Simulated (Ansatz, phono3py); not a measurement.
# ZnO (zincite, P6_3mc): thermal conductivity with phono3py, part 3 of 5

The second- and third-order constants of ZnO (zincite) come from an earlier supercell run; what does phono3py make of them?

What experiment has found for this phase:
- thermal conductivity 60 W/m/K near room temperature (given in “Combining the AFLOW GIBBS and Elastic Libraries to efficiently and robustly screen thermo-mechanical properties of solids”, 2017, arXiv:1611.05714)

Ansatz 0.2.0 and phono3py 4.10.0; DFT r2SCAN, scalar-relativistic, plane waves, PAW; PAW set soft_1 (the session's first sound run).

So far, κ at 300 K (W/m/K): step 3 (relaxation-time solution) 41.9; step 8 (q-mesh of the transport sums 11×11×7) 40.4; step 9 (q-mesh of the transport sums 15×15×9) 41.7; step 10 (q-mesh of the transport sums 21×21×11) 42.1; step 11 (q-mesh of the transport sums 25×25×13) 41.9.

### 13. Boundary scattering, third order supercell 3×3×2, supercell 3×3×2

A boundary term v/L is added to each rate, a simple model of grains or a thin sample.

This step: DFT r2SCAN, scalar-relativistic, plane waves, PAW; PAW set soft_1; phono3py on Ansatz's force constants (phono3py 4.10.0).

phono3py.yaml

```yaml
phono3py:
  version: "4.10.0"
  frequency_unit_conversion_factor: 15.633302
  symmetry_tolerance: 1.00000e-05

physical_unit:
  atomic_mass: "AMU"
  length: "angstrom"

space_group:
  type: "P6_3mc"
  number: 186
  Hall_symbol: "P 6c -2c"

primitive_matrix:
- [  1.000000000000000,  0.000000000000000,  0.000000000000000 ]
- [  0.000000000000000,  1.000000000000000,  0.000000000000000 ]
- [  0.000000000000000,  0.000000000000000,  1.000000000000000 ]

supercell_matrix:
- [   3,   0,   0 ]
- [   0,   3,   0 ]
- [   0,   0,   2 ]

# [primitive_cell block left out]
unit_cell:
  lattice:
  - [     3.235278434611806,     0.000000000000000,     0.000000000000000 ] # a
  - [    -1.617639217305903,     2.801833312689776,     0.000000000000000 ] # b
  - [     0.000000000000000,     0.000000000000000,     5.211218981100000 ] # c
  points:
  - symbol: Zn # 1
    coordinates: [  0.333333333333333,  0.666666666666667,  0.499671518400000 ]
    mass: 65.380000
    reduced_to: 1
  - symbol: Zn # 2
    coordinates: [  0.666666666666667,  0.333333333333333, -0.000328481600000 ]
    mass: 65.380000
    reduced_to: 2
  - symbol: O # 3
    coordinates: [  0.666666666666667,  0.333333333333333,  0.379338481600000 ]
    mass: 15.999000
    reduced_to: 3
  - symbol: O # 4
    coordinates: [  0.333333333333333,  0.666666666666667,  0.879338481600000 ]
    mass: 15.999000
    reduced_to: 4

# [supercell block left out]
phonon_supercell_matrix:
- [   3,   0,   0 ]
- [   0,   3,   0 ]
- [   0,   0,   2 ]

# [phonon_primitive_cell block left out]
# [phonon_supercell block left out]
nac:
  born_effective_charge:
  - # 1 (Zn)
    - [  2.087571553294039,  0.000000000000000,  0.000000000000000 ]
    - [  0.000000000000000,  2.087571553294039,  0.000000000000000 ]
    - [  0.000000000000001,  0.000000000000000,  2.137260761707632 ]
  - # 2 (Zn)
    - [  2.087571553294039,  0.000000000000000,  0.000000000000001 ]
    - [  0.000000000000000,  2.087571553294039,  0.000000000000000 ]
    - [  0.000000000000001,  0.000000000000000,  2.137260761707632 ]
  - # 3 (O)
    - [ -2.087571553294039,  0.000000000000000, -0.000000000000001 ]
    - [  0.000000000000000, -2.087571553294039,  0.000000000000000 ]
    - [  0.000000000000000,  0.000000000000000, -2.137260761707632 ]
  - # 4 (O)
    - [ -2.087571553294038,  0.000000000000000, -0.000000000000001 ]
    - [  0.000000000000000, -2.087571553294040,  0.000000000000000 ]
    - [ -0.000000000000001,  0.000000000000000, -2.137260761707632 ]
  dielectric_constant:
    - [  4.336310970629733,  0.000000000000000,  0.000000000000001 ]
    - [  0.000000000000000,  4.336310970629734,  0.000000000000000 ]
    - [  0.000000000000001,  0.000000000000000,  4.398728070535258 ]
  unit_conversion_factor: 14.399645
```

Run with:

```bash
$ phono3py phono3py.yaml --mesh 17 17 9 --br --isotope --boundary-mfp 0.01 --ts 100 150 200 300 400 500 600 800
```

The program printed:

```text
[banner, memory and clock lines left out]
Rust backend (phonors) using rayon (8 threads).
Running in phono3py.load mode.
Spglib version 2.8.0
----------------------------- General settings -----------------------------
Run mode: conductivity-RTA
HDF5 data compression filter: gzip
Crystal structure was read from "phono3py.yaml".
Supercell (dim): [3 3 2]
Phonon supercell (dim-fc2): [3 3 2]
Primitive matrix:
  [1. 0. 0.]
  [0. 1. 0.]
  [0. 0. 1.]
Spacegroup: P6_3mc (186)
Use -v option to watch primitive cell, unit cell, and supercell structures.
NAC parameters were read from "phono3py.yaml".
fc3 was read from "fc3.hdf5".
fc2 was read from "fc2.hdf5".
----------------------------- Force constants ------------------------------
Max drift of fc3: -0.00000200 (xxy) -0.00000200 (xxy) -0.00000200 (xyx)
Max drift of fc2: 0.00000600 (zz) 0.00000600 (zz)
--------------------------- Calculation settings ---------------------------
Non-analytical term correction (NAC): True
NAC unit conversion factor:  14.39964
BZ integration: Tetrahedron-method
Temperature:  100.0  150.0  200.0  300.0  400.0 ... 800.0
Cutoff frequency: 0.01
Mesh sampling: [ 17 17 9 ]
Generating grid system ... [ 17 17 9 ]
fc3-r2q-transformation over three atoms: True
--------------------------- Phonon calculations ----------------------------
  PRB 50, 13035(R) (1994), PRB 55, 10355 (1997)
  G-cutoff distance: 1.15, Number of G-points: 311, Lambda: 0.25
Running harmonic phonon calculations...
-------------------- Lattice thermal conductivity (RTA) --------------------
Running heat capacity calculations...
Running velocity calculations...
Running isotope scattering calculations with tetrahedron method...
======================= Grid point 0 (1/165) =======================
q-point: ( 0.00  0.00  0.00)
Boundary mean free path (micrometer): 0.01000
Mass variance parameters: 5.98e-04 5.98e-04 3.36e-05 3.36e-05
Number of triplets: 165
Frequency     group velocity (x, y, z)     |gv|
  -0.002   (   0.000    0.000    0.000)    0.000
   0.004   (   0.000   -0.000    0.000)    0.000
   0.006   (  -0.000    0.000    0.000)    0.000
   2.752   (   0.000    0.000   -0.000)    0.000
   2.752   (   0.000    0.000    0.000)    0.000
   7.737   (   0.000    0.000    0.000)    0.000
  11.161   (   0.000   -0.000    0.000)    0.000
  11.833   (   0.000   -0.000    0.000)    0.000
  11.833   (   0.000    0.000   -0.000)    0.000
  12.800   (  -0.000   -0.000   -0.000)    0.000
  12.800   (   0.000   -0.000    0.000)    0.000
  16.266   (   0.000    0.000   -0.000)    0.000
======================= Grid point 1 (2/165) =======================
q-point: ( 0.06  0.00  0.00)
Boundary mean free path (micrometer): 0.01000
Mass variance parameters: 5.98e-04 5.98e-04 3.36e-05 3.36e-05
Number of triplets: 405
Frequency     group velocity (x, y, z)     |gv|
   0.474   (  19.470   11.241    0.000)   22.481
   0.505   (  24.765   14.298    0.000)   28.596
   1.225   (  48.662   28.095    0.000)   56.190
   2.756   (   0.529    0.305    0.000)    0.611
[...]
[162 grid points left out]
======================= Grid point 1321 (165/165) =======================
q-point: ( 0.35  0.29  0.44)
Boundary mean free path (micrometer): 0.01000
Mass variance parameters: 5.98e-04 5.98e-04 3.36e-05 3.36e-05
Number of triplets: 693
Frequency     group velocity (x, y, z)     |gv|
[...]
7.611   (   0.162   -0.280    4.094)    4.107
   7.636   (   1.117   -1.934    1.815)    2.878
  13.067   (  -0.451    0.781   -1.224)    1.520
  13.117   (   1.507   -2.609   -5.819)    6.553
  14.879   (  -4.536    7.856   10.944)   14.214
  15.105   (  -5.015    8.686  -10.037)   14.189
  15.942   (   2.794   -4.840    2.083)    5.964
  15.958   (   3.647   -6.318    0.610)    7.320
=================== End of collection of collisions ===================
----------- Thermal conductivity (W/m-k) with tetrahedron method -----------
#  T(K)        xx         yy         zz         yz         xz         xy
  100.0       6.074      6.074      7.372      0.000     -0.000     -0.000
  150.0       7.034      7.034      8.448      0.000     -0.000     -0.000
  200.0       7.268      7.268      8.643      0.000     -0.000     -0.000
  300.0       6.990      6.990      8.200      0.000     -0.000     -0.000
  400.0       6.489      6.489      7.545      0.000     -0.000     -0.000
  500.0       6.007      6.007      6.940      0.000     -0.000     -0.000
  600.0       5.584      5.584      6.420      0.000     -0.000     -0.000
  800.0       4.902      4.902      5.594      0.000     -0.000     -0.000

Thermal conductivity related properties were written into
"kappa-m17179.hdf5".
Summary of calculation was written in "phono3py.yaml".
```

The job ended after 41 s (8 threads of Intel Xeon at 2.70GHz, shared host; peak memory 0.1 GiB; 5 min of CPU time).

This step gave:

```
κ at 300 K            : 7.393 W/m/K
κ xx, yy, zz at 300 K : 6.99, 6.99, 8.2 W/m/K
```

W/m/K. Kappa, by row:

| T (K) | xx | yy | zz | yz | xz | xy |
| --- | --- | --- | --- | --- | --- | --- |
| 100 | 6.074 | 6.074 | 7.372 | 0 | 0 | 0 |
| 150 | 7.034 | 7.034 | 8.448 | 0 | 0 | 0 |
| 200 | 7.268 | 7.268 | 8.643 | 0 | 0 | 0 |
| 300 | 6.99 | 6.99 | 8.2 | 0 | 0 | 0 |
| 400 | 6.489 | 6.489 | 7.545 | 0 | 0 | 0 |
| 500 | 6.007 | 6.007 | 6.94 | 0 | 0 | 0 |
| 600 | 5.584 | 5.584 | 6.42 | 0 | 0 | 0 |
| 800 | 4.902 | 4.902 | 5.594 | 0 | 0 | 0 |

κ at 300 K goes from 41.9 in the base run to 7.39 W/(m K).

### 14. Boundary scattering, third order supercell 3×3×2, supercell 3×3×2 (run 2)

A boundary term v/L is added to each rate, a simple model of grains or a thin sample.

phono3py.yaml is that of step 13.

Run with:

```bash
$ phono3py phono3py.yaml --mesh 17 17 9 --br --isotope --boundary-mfp 0.1 --ts 100 150 200 300 400 500 600 800
```

The program printed:

```text
[banner, memory and clock lines left out]
Rust backend (phonors) using rayon (8 threads).
Running in phono3py.load mode.
Spglib version 2.8.0
----------------------------- General settings -----------------------------
Run mode: conductivity-RTA
HDF5 data compression filter: gzip
Crystal structure was read from "phono3py.yaml".
Supercell (dim): [3 3 2]
Phonon supercell (dim-fc2): [3 3 2]
Primitive matrix:
  [1. 0. 0.]
  [0. 1. 0.]
  [0. 0. 1.]
Spacegroup: P6_3mc (186)
Use -v option to watch primitive cell, unit cell, and supercell structures.
[...]
----------- Thermal conductivity (W/m-k) with tetrahedron method -----------
#  T(K)        xx         yy         zz         yz         xz         xy
  100.0      32.153     32.153     37.232      0.000     -0.000     -0.000
  150.0      30.412     30.412     34.707      0.000     -0.000     -0.000
  200.0      27.050     27.050     30.590      0.000     -0.000     -0.000
[...]
600.0      13.177     13.177     14.572      0.000      0.000     -0.000
  800.0      10.556     10.556     11.626      0.000      0.000     -0.000

Thermal conductivity related properties were written into
"kappa-m17179.hdf5".
Summary of calculation was written in "phono3py.yaml".
```

Wall time 47 s (8 threads); peak memory 0.1 GiB.

This step gave:

| Item | Value |
| --- | --- |
| κ at 300 K | 22.31 W/m/K |
| κ xx, yy, zz at 300 K | 21.45, 21.45, 24.02 W/m/K |

W/m/K. Kappa, by row:

| T (K) | xx | yy | zz | yz | xz | xy |
| --- | --- | --- | --- | --- | --- | --- |
| 100 | 32.15 | 32.15 | 37.23 | 0 | 0 | 0 |
| 150 | 30.41 | 30.41 | 34.71 | 0 | 0 | 0 |
| 200 | 27.05 | 27.05 | 30.59 | 0 | 0 | 0 |
| 300 | 21.45 | 21.45 | 24.02 | 0 | 0 | 0 |
| 400 | 17.7 | 17.7 | 19.7 | 0 | 0 | 0 |
| 500 | 15.09 | 15.09 | 16.73 | 0 | 0 | 0 |
| 600 | 13.18 | 13.18 | 14.57 | 0 | 0 | 0 |
| 800 | 10.56 | 10.56 | 11.63 | 0 | 0 | 0 |

κ at 300 K goes from 41.9 in the base run to 22.3 W/(m K).

### 15. Direct solution of the linearised equation, third order supercell 3×3×2, supercell 3×3×2

Solving the linearised equation directly keeps the heat that normal processes pass on between modes; it is dearer, so the mesh may be smaller.

phono3py.yaml is that of step 14.

Run with:

```bash
$ phono3py phono3py.yaml --mesh 17 17 9 --lbte --isotope --ts 100 300 600
```

The program printed:

```text
[banner, memory and clock lines left out]
Rust backend (phonors) using rayon (8 threads).
Running in phono3py.load mode.
Spglib version 2.8.0
----------------------------- General settings -----------------------------
Run mode: conductivity-LBTE
HDF5 data compression filter: gzip
Crystal structure was read from "phono3py.yaml".
Supercell (dim): [3 3 2]
Phonon supercell (dim-fc2): [3 3 2]
Primitive matrix:
  [1. 0. 0.]
  [0. 1. 0.]
  [0. 0. 1.]
Spacegroup: P6_3mc (186)
Use -v option to watch primitive cell, unit cell, and supercell structures.
NAC parameters were read from "phono3py.yaml".
fc3 was read from "fc3.hdf5".
fc2 was read from "fc2.hdf5".
----------------------------- Force constants ------------------------------
Max drift of fc3: -0.00000200 (xxy) -0.00000200 (xxy) -0.00000200 (xyx)
Max drift of fc2: 0.00000600 (zz) 0.00000600 (zz)
--------------------------- Calculation settings ---------------------------
Non-analytical term correction (NAC): True
NAC unit conversion factor:  14.39964
BZ integration: Tetrahedron-method
Temperatures: 100.0  300.0  600.0
Cutoff frequency: 0.01
Mesh sampling: [ 17 17 9 ]
Generating grid system ... [ 17 17 9 ]
fc3-r2q-transformation over three atoms: True
--------------------------- Phonon calculations ----------------------------
  PRB 50, 13035(R) (1994), PRB 55, 10355 (1997)
  G-cutoff distance: 1.15, Number of G-points: 311, Lambda: 0.25
Running harmonic phonon calculations...
------------------- Lattice thermal conductivity (LBTE) -------------------
Running heat capacity calculations...
Running velocity calculations...
Running isotope scattering calculations with tetrahedron method...
======================= Grid point 0 (1/165) =======================
q-point: ( 0.00  0.00  0.00)
Boundary mean free path (millimeter): 1000.000
Mass variance parameters: 5.98e-04 5.98e-04 3.36e-05 3.36e-05
Number of triplets: 165
Frequency     group velocity (x, y, z)     |gv|
  -0.002   (   0.000    0.000    0.000)    0.000
   0.004   (   0.000   -0.000    0.000)    0.000
   0.006   (  -0.000    0.000    0.000)    0.000
[...]
======================= Grid point 1 (2/165) =======================
q-point: ( 0.06  0.00  0.00)
Boundary mean free path (millimeter): 1000.000
Mass variance parameters: 5.98e-04 5.98e-04 3.36e-05 3.36e-05
Number of triplets: 405
Frequency     group velocity (x, y, z)     |gv|
[...]
[162 grid points left out]
======================= Grid point 1321 (165/165) =======================
q-point: ( 0.35  0.29  0.44)
Boundary mean free path (millimeter): 1000.000
Mass variance parameters: 5.98e-04 5.98e-04 3.36e-05 3.36e-05
Number of triplets: 693
Frequency     group velocity (x, y, z)     |gv|
[...]
15.942   (   2.794   -4.840    2.083)    5.964
  15.958   (   3.647   -6.318    0.610)    7.320
=================== End of collection of collisions ===================
- Collision matrix shape (1, 3, 165, 12, 3, 165, 12, 3)
- Averaging collision matrix elements by phonon degeneracy [0.202s]
- Making collision matrix symmetric (Rust) [0.054s]
Diagonalize by scipy.linalg.lapack.dsyev sum=2.7e+02 d=5.7e-14 [399.753s]
Pinv by ignoring 1494/5940 dims under abs(eig)<1.0e-08 (np.dot) [0.064s]
----------- Thermal conductivity (W/m-k) with tetrahedron method -----------
#  T(K)        xx         yy         zz         yz         xz         xy
  100.0     138.946    138.946    160.677      0.000     -0.000     -0.000
  (RTA)     129.019    129.019    149.711     -0.000      0.000     -0.000
Diagonalize by scipy.linalg.lapack.dsyev
```

It took 13 min on 8 threads; peak memory 0.98 GiB.

The run was cut off at its time limit.

[end of part 3 of 5]

[Logs are printed without paths, hosts, clocks, repeated set-up lines and the standing remarks that a program may print on its own settings, such as how far it seeks lower states.]

[Hosts, paths, dates, database ids (printed as entryN), source tags and the programs' standing remarks are cut or masked in the printed files.]

[A step with changed settings may run another functional than the one named; its input shows which.]
